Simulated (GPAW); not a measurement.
# S/Ta(100): work function by functional and basis, part 2 of 3

Wanted: work functions and dipole of S/Ta(100), with the cost of each level.

GPAW 26.7.0; GPAW, PAW setups; slab in vacuum, relaxation (the session's first sound run).

So far, upper work function (eV): step 2 (relaxing the atoms) 5.81; step 3 (plane waves, PBE) 5.81.

### 4. Self-consistent run: xc = "revPBE"

The same geometry under revPBE, to see how far the functional moves the levels against the vacuum.

run.py reads:

```python
import json
import numpy as np
from ase import Atoms
from gpaw import GPAW, PW

slab = Atoms(
    ['Ta', 'Ta', 'Ta', 'Ta', 'Ta', 'S'],
    positions=[
        [0.00000, 0.00000, 7.00000],
        [1.65500, 1.65500, 8.65500],
        [0.00000, 0.00000, 10.31000],
        [1.65500, 1.65500, 11.98648],
        [0.00000, 0.00000, 13.75034],
        [1.65500, -0.00000, 15.47176]],
    cell=[[3.31, 0.0, 0.0], [0.0, 3.31, 0.0], [0.0, 0.0, 22.98614]],
    pbc=[True, True, False])

slab.calc = GPAW(mode=PW(400), xc='revPBE', kpts={'size': (10, 10, 1), 'gamma': True},
                 occupations={'name': 'fermi-dirac', 'width': 0.1}, nbands='160%',
                 convergence={'density': 1e-05}, maxiter=200,
                 poissonsolver={'dipolelayer': 'xy'},
                 symmetry={'tolerance': 1e-3}, txt='slab.txt')
result = {}
energy = slab.get_potential_energy()
fermi = slab.calc.get_fermi_level()
v = slab.calc.get_electrostatic_potential().mean((0, 1)) - fermi
n = slab.calc.get_pseudo_density().mean((0, 1))
L = slab.cell[2, 2]
z = np.arange(len(v)) * L / len(v)
low, high = slab.positions[:, 2].min(), slab.positions[:, 2].max()
below, above = np.interp([low - 4.8, high + 4.8], z, v)
slopes = [np.interp(x, z, np.gradient(v, z)) for x in (low - 4.8, high + 4.8)]
eps = np.array([[slab.calc.get_eigenvalues(k, s) for k in range(len(slab.calc.get_ibz_k_points()))]
                for s in range(slab.calc.get_number_of_spins())]) - fermi
top, bottom = eps[eps < 0].max(), eps[eps > 0].min()
dipole = slab.get_dipole_moment()[2]
print(f'energy {energy:.4f} eV, Fermi level {fermi:.4f} eV, dipole {dipole:.5f} e A')
print(f'potential 4.8 A off the faces, from the Fermi level: lower {below:.4f} eV, upper {above:.4f} eV')
print(f'slope of the potential there: lower {slopes[0]:.5f}, upper {slopes[1]:.5f} eV/A')
print(f'nearest levels on the mesh: {top:.4f} and {bottom:.4f} eV')
print('magnetic moment', round(slab.get_magnetic_moment(), 3))
result.update(energy=energy, fermi=fermi, dipole=dipole, below=below, above=above, slopes=slopes, edges=[top, bottom],
              z=z.tolist(), v=v.tolist(), n=n.tolist(), positions=slab.positions.tolist(),
              forces=slab.get_forces(apply_constraint=False).tolist(), moments=slab.get_magnetic_moments().tolist())
json.dump(result, open('result.json', 'w'))
```

On the command line:

```console
$ OMP_NUM_THREADS=1 OPENBLAS_NUM_THREADS=1 python run.py
```

The log of the run:

```text
energy -49.7320 eV, Fermi level 2.1596 eV, dipole -0.11263 e A
potential 4.8 A off the faces, from the Fermi level: lower 3.8631 eV, upper 5.7240 eV
slope of the potential there: lower -0.00384, upper 0.00010 eV/A
nearest levels on the mesh: -0.0090 and 0.0142 eV
magnetic moment 0.0
```

It took 4.7 min on 1 thread of Arm Neoverse V1, shared host; peak memory 0.37 GiB.

Numbers from this step:

```yaml
dipole_along_the_normal: -0.1126 e·Å
levels_nearest_the_fermi_level_on_the_mesh: -0.009001, 0.01417 eV from the Fermi level
upper_work_function: 5.724 eV
lower_work_function: 3.863 eV
```

The electrostatic potential energy of an electron (without an applied field's), less the Fermi level, planar mean oscillates, so the rows of the table below give means over windows of 1.7 Å about each position, cut where the curve ends. Its maxima inside the range that stand out by 2 % of the span (Å: eV): 7.9: -7.03, 9.5: -6.97, 11.2: -6.66, 12.9: -5.60, 14.7: -2.80, 22.5: 5.72. Its minima: 7.0: -17.7, 8.6: -17.3, 10.3: -17.2, 12.0: -17.1, 13.7: -17.7, 15.4: -13.7.

Table of electrostatic potential energy of an electron (without an applied field's), less the Fermi level, planar mean by z; means over each step:

```
z (Å)  electrostatic potential energy of an electron (without an applied field's), less the Fermi level, planar mean (eV)
 0.85                                                                                                                3.97
 2.55                                                                                                                3.86
 4.25                                                                                                                3.65
 5.95                                                                                                               -2.69
 7.65                                                                                                               -12.2
 9.35                                                                                                               -12.0
11.05                                                                                                               -11.8
12.75                                                                                                               -11.0
14.45                                                                                                               -9.16
16.15                                                                                                               -1.87
17.85                                                                                                                5.66
19.55                                                                                                                5.72
21.25                                                                                                                5.72
```

The pseudo valence density, planar mean oscillates, so the rows of the table below give means over windows of 1 Å about each position, cut where the curve ends. Its maxima inside the range that stand out by 2 % of the span (Å: e/Å³): 7.0: 1.10, 8.7: 1.10, 10.2: 1.09, 11.9: 1.09, 13.8: 1.04, 15.1: 0.390, 15.7: 0.334. Its minima: 7.9: 0.421, 9.6: 0.420, 11.1: 0.406, 12.8: 0.377, 14.7: 0.332, 15.5: 0.308.

Pseudo valence density, planar mean against z; means over each step:

```
z (Å)  pseudo valence density, planar mean (e/Å³)
    2                                      3.6e-5
    3                                      2.9e-4
    4                                     0.00228
    5                                      0.0176
    6                                       0.173
    7                                       0.832
    8                                       0.594
    9                                       0.761
   10                                       0.779
   11                                       0.566
   12                                       0.861
   13                                       0.511
   14                                       0.754
   15                                       0.355
   16                                       0.244
   17                                      0.0288
   18                                     0.00118
   19                                      5.5e-5
```

Force by atom:

```
atom  x (eV/Å)  y (eV/Å)  z (eV/Å)  size
 Ta1      0.00      0.00      0.99  0.99
 Ta2      0.00      0.00     -1.17  1.17
 Ta3      0.00      0.00      0.00  0.00
 Ta4      0.00      0.00      0.01  0.01
 Ta5      0.00      0.00      0.00  0.00
  S6      0.00      0.00      0.17  0.17
```

The upper face's work function is 5.724 eV, against 5.809 eV in the first plane-wave PBE run at this geometry.

### 5. OptPBE vdW: xc = "optPBE-vdW"

The same geometry under optPBE-vdW, to see how far the functional moves the levels against the vacuum (the van der Waals functionals take revPBE setups).

run.py, as its differences from that of step 4:

```diff
@@ -17,3 +17,3 @@
 
-slab.calc = GPAW(mode=PW(400), xc='revPBE', kpts={'size': (10, 10, 1), 'gamma': True},
+slab.calc = GPAW(mode=PW(400), xc='optPBE-vdW', kpts={'size': (10, 10, 1), 'gamma': True},
                  occupations={'name': 'fermi-dirac', 'width': 0.1}, nbands='160%',
```

The log of the run:

```text
energy -141.8194 eV, Fermi level 1.9679 eV, dipole -0.11224 e A
potential 4.8 A off the faces, from the Fermi level: lower 4.1727 eV, upper 6.0283 eV
slope of the potential there: lower -0.00615, upper 0.00014 eV/A
nearest levels on the mesh: -0.0008 and 0.0137 eV
magnetic moment 0.0
```

It took 5.1 min on 1 thread; peak memory 0.51 GiB.

This step gave:

* dipole along the normal: -0.1122 e·Å
* levels nearest the Fermi level on the mesh: -7.69e-4, 0.01371 eV from the Fermi level
* upper work function: 6.028 eV
* lower work function: 4.173 eV

The upper face's work function is 6.028 eV, against 5.809 eV in the first plane-wave PBE run at this geometry.

### 6. Self-consistent run: xc = "RPBE"

The same geometry under RPBE, to see how far the functional moves the levels against the vacuum.

run.py, as its differences from that of step 5:

```diff
@@ -17,3 +17,3 @@
 
-slab.calc = GPAW(mode=PW(400), xc='optPBE-vdW', kpts={'size': (10, 10, 1), 'gamma': True},
+slab.calc = GPAW(mode=PW(400), xc='RPBE', kpts={'size': (10, 10, 1), 'gamma': True},
                  occupations={'name': 'fermi-dirac', 'width': 0.1}, nbands='160%',
```

The log of the run:

```text
energy -49.2957 eV, Fermi level 2.1751 eV, dipole -0.11393 e A
potential 4.8 A off the faces, from the Fermi level: lower 3.8480 eV, upper 5.7305 eV
slope of the potential there: lower -0.00419, upper 0.00010 eV/A
nearest levels on the mesh: -0.0108 and 0.0119 eV
magnetic moment 0.0
```

It took 4.8 min on 1 thread; peak memory 0.37 GiB.

This step gave:

```
dipole along the normal                    : -0.1139 e·Å
levels nearest the Fermi level on the mesh : -0.01083, 0.01194 eV from the Fermi level
upper work function                        : 5.730 eV
lower work function                        : 3.848 eV
```

The electrostatic potential energy of an electron (without an applied field's), less the Fermi level, planar mean oscillates, so the rows of the table below give means over windows of 1.7 Å about each position, cut where the curve ends. Its maxima inside the range that stand out by 2 % of the span (Å: eV): 7.9: -7.06, 9.5: -7.00, 11.2: -6.69, 12.9: -5.62, 14.7: -2.83, 22.5: 5.73. Its minima: 7.0: -17.7, 8.6: -17.3, 10.3: -17.2, 12.0: -17.1, 13.7: -17.8, 15.4: -13.8.

Electrostatic potential energy of an electron (without an applied field's), less the Fermi level, planar mean against z; means over each step:

```
z (Å)  electrostatic potential energy of an electron (without an applied field's), less the Fermi level, planar mean (eV)
 0.85                                                                                                                3.95
 2.55                                                                                                                3.84
 4.25                                                                                                                3.63
 5.95                                                                                                               -2.72
 7.65                                                                                                               -12.2
 9.35                                                                                                               -12.1
11.05                                                                                                               -11.8
12.75                                                                                                               -11.0
14.45                                                                                                               -9.19
16.15                                                                                                               -1.88
17.85                                                                                                                5.67
19.55                                                                                                                5.73
21.25                                                                                                                5.73
```

The upper face's work function is 5.730 eV, against 5.809 eV in the first plane-wave PBE run at this geometry.

### 7. Self-consistent run: xc = "vdW-DF2"

The same geometry under vdW-DF2, to see how far the functional moves the levels against the vacuum (the van der Waals functionals take revPBE setups).

run.py, as its differences from that of step 6:

```diff
@@ -17,3 +17,3 @@
 
-slab.calc = GPAW(mode=PW(400), xc='RPBE', kpts={'size': (10, 10, 1), 'gamma': True},
+slab.calc = GPAW(mode=PW(400), xc='vdW-DF2', kpts={'size': (10, 10, 1), 'gamma': True},
                  occupations={'name': 'fermi-dirac', 'width': 0.1}, nbands='160%',
```

The log of the run:

```text
energy -813.1927 eV, Fermi level 1.9736 eV, dipole -0.11259 e A
potential 4.8 A off the faces, from the Fermi level: lower 4.3174 eV, upper 6.1784 eV
slope of the potential there: lower -0.00557, upper 0.00014 eV/A
nearest levels on the mesh: -0.0088 and 0.0042 eV
magnetic moment 0.0
```

Wall time 5.6 min (1 thread); peak memory 0.51 GiB.

This step gave:

```
dipole along the normal                    : -0.1126 e·Å
levels nearest the Fermi level on the mesh : -0.008831, 0.004195 eV from the Fermi level
upper work function                        : 6.178 eV
lower work function                        : 4.317 eV
```

Electrostatic potential energy of an electron (without an applied field's), less the Fermi level, planar mean against z:

z (Å), electrostatic potential energy of an electron (without an applied field's), less the Fermi level, planar mean (eV) and a bar from the least value:
```
      0.0        5.2 #############################
      0.5        4.3 ############################
      1.0        4.3 ############################
      1.5        4.3 ############################
      2.0        4.3 ############################
      2.5        4.3 ############################
      3.0        4.3 ############################
      3.5        4.3 ############################
      4.0        4.2 ############################
      4.5        4.0 ###########################
      5.0        3.5 ###########################
      5.5        2.3 #########################
      6.0       -0.9 #####################
      6.5       -9.2 ###########
      7.0      -17.7 
      7.5      -10.6 #########
      8.0       -8.0 ############
      8.5      -16.4 ##
      9.0      -13.3 ######
      9.5       -7.2 #############
     10.0      -13.9 #####
     10.5      -15.8 ##
     11.0       -7.5 #############
     11.5      -10.4 #########
     12.0      -17.3 #
     12.5       -9.4 ##########
     13.0       -6.4 ##############
     13.5      -15.3 ###
     14.0      -15.0 ###
     14.5       -4.5 #################
     15.0       -4.9 ################
     15.5      -13.3 #####
     16.0       -1.4 ####################
     16.5        4.5 ############################
     17.0        5.8 ##############################
     17.5        6.1 ##############################
     18.0        6.2 ##############################
     18.5        6.2 ##############################
     19.0        6.2 ##############################
     19.5        6.2 ##############################
     20.0        6.2 ##############################
     20.5        6.2 ##############################
     21.0        6.2 ##############################
     21.5        6.2 ##############################
     22.0        6.2 ##############################
     22.5        6.2 ##############################
```

The upper face's work function is 6.178 eV, against 5.809 eV in the first plane-wave PBE run at this geometry.

### 8. Self-consistent run: xc = "LDA"

The same geometry under LDA, to see how far the functional moves the levels against the vacuum.

run.py, as its differences from that of step 7:

```diff
@@ -17,3 +17,3 @@
 
-slab.calc = GPAW(mode=PW(400), xc='vdW-DF2', kpts={'size': (10, 10, 1), 'gamma': True},
+slab.calc = GPAW(mode=PW(400), xc='LDA', kpts={'size': (10, 10, 1), 'gamma': True},
                  occupations={'name': 'fermi-dirac', 'width': 0.1}, nbands='160%',
```

The log of the run:

```text
energy -57.0208 eV, Fermi level 1.8100 eV, dipole -0.10932 e A
potential 4.8 A off the faces, from the Fermi level: lower 4.2069 eV, upper 6.0128 eV
slope of the potential there: lower -0.00299, upper 0.00008 eV/A
nearest levels on the mesh: -0.0077 and 0.0036 eV
magnetic moment 0.0
```

Elapsed: 4.4 min, on 1 thread; peak memory 0.37 GiB.

This step gave:

```
dipole along the normal                    : -0.1093 e·Å
levels nearest the Fermi level on the mesh : -0.007720, 0.003621 eV from the Fermi level
upper work function                        : 6.013 eV
lower work function                        : 4.207 eV
```

The upper face's work function is 6.013 eV, against 5.809 eV in the first plane-wave PBE run at this geometry.

### 9. Real-space grid: mode = "fd"

A real-space grid is a second complete basis, so it checks the plane-wave result.

run.py, as its differences from that of step 8:

```diff
@@ -3,3 +3,3 @@
 from ase import Atoms
-from gpaw import GPAW, PW
+from gpaw import GPAW
 
@@ -17,3 +17,3 @@
 
-slab.calc = GPAW(mode=PW(400), xc='LDA', kpts={'size': (10, 10, 1), 'gamma': True},
+slab.calc = GPAW(mode='fd', h=0.18, xc='PBE', kpts={'size': (10, 10, 1), 'gamma': True},
                  occupations={'name': 'fermi-dirac', 'width': 0.1}, nbands='160%',
```

The log of the run:

```text
energy -51.8881 eV, Fermi level -4.8915 eV, dipole -0.11091 e A
potential 4.8 A off the faces, from the Fermi level: lower 3.9742 eV, upper 5.8074 eV
slope of the potential there: lower -0.00332, upper 0.00006 eV/A
nearest levels on the mesh: -0.0018 and 0.0189 eV
magnetic moment 0.0
```

Wall time 32 min (1 thread); peak memory 2.4 GiB.

Numbers from this step:

| Quantity | Value |
| --- | --- |
| dipole along the normal | -0.1109 e·Å |
| levels nearest the Fermi level on the mesh | -0.001840, 0.01895 eV from the Fermi level |
| upper work function | 5.807 eV |
| lower work function | 3.974 eV |

The electrostatic potential energy of an electron (without an applied field's), less the Fermi level, planar mean oscillates, so the rows of the table below give means over windows of 1.71 Å about each position, cut where the curve ends. Its maxima inside the range that stand out by 2 % of the span (Å: eV): 7.8: -6.93, 9.5: -6.93, 11.1: -6.57, 12.8: -5.52, 14.7: -2.65. Its minima: 7.0: -17.6, 8.6: -17.2, 10.3: -17.2, 11.9: -17.1, 13.7: -17.7, 15.4: -13.7.

Table of electrostatic potential energy of an electron (without an applied field's), less the Fermi level, planar mean by z; means over each step:

z (Å), electrostatic potential energy of an electron (without an applied field's), less the Fermi level, planar mean (eV) and a bar from the least value:
```
     0.85        4.0 ###########################
     2.56        4.0 ###########################
     4.28        3.7 ###########################
     5.98       -3.0 ###############
     7.70      -12.2 
     9.41      -12.0 
    11.12      -11.7 #
    12.82      -10.9 ##
    14.54       -8.9 #####
    16.25       -0.8 ###################
    17.96        5.8 ##############################
    19.66        5.8 ##############################
    21.38        5.8 ##############################
```

The upper face's work function is 5.807 eV, against 5.809 eV in the first plane-wave PBE run at this geometry.

(Continued in part 3 of 3.)

[Logs are printed without paths, hosts, clocks, repeated set-up lines and the standing remarks that a program may print on its own settings, such as how far it seeks lower states.]

[Hosts, paths, dates, database ids (printed as entryN), source tags and the programs' standing remarks are cut or masked in the printed files.]
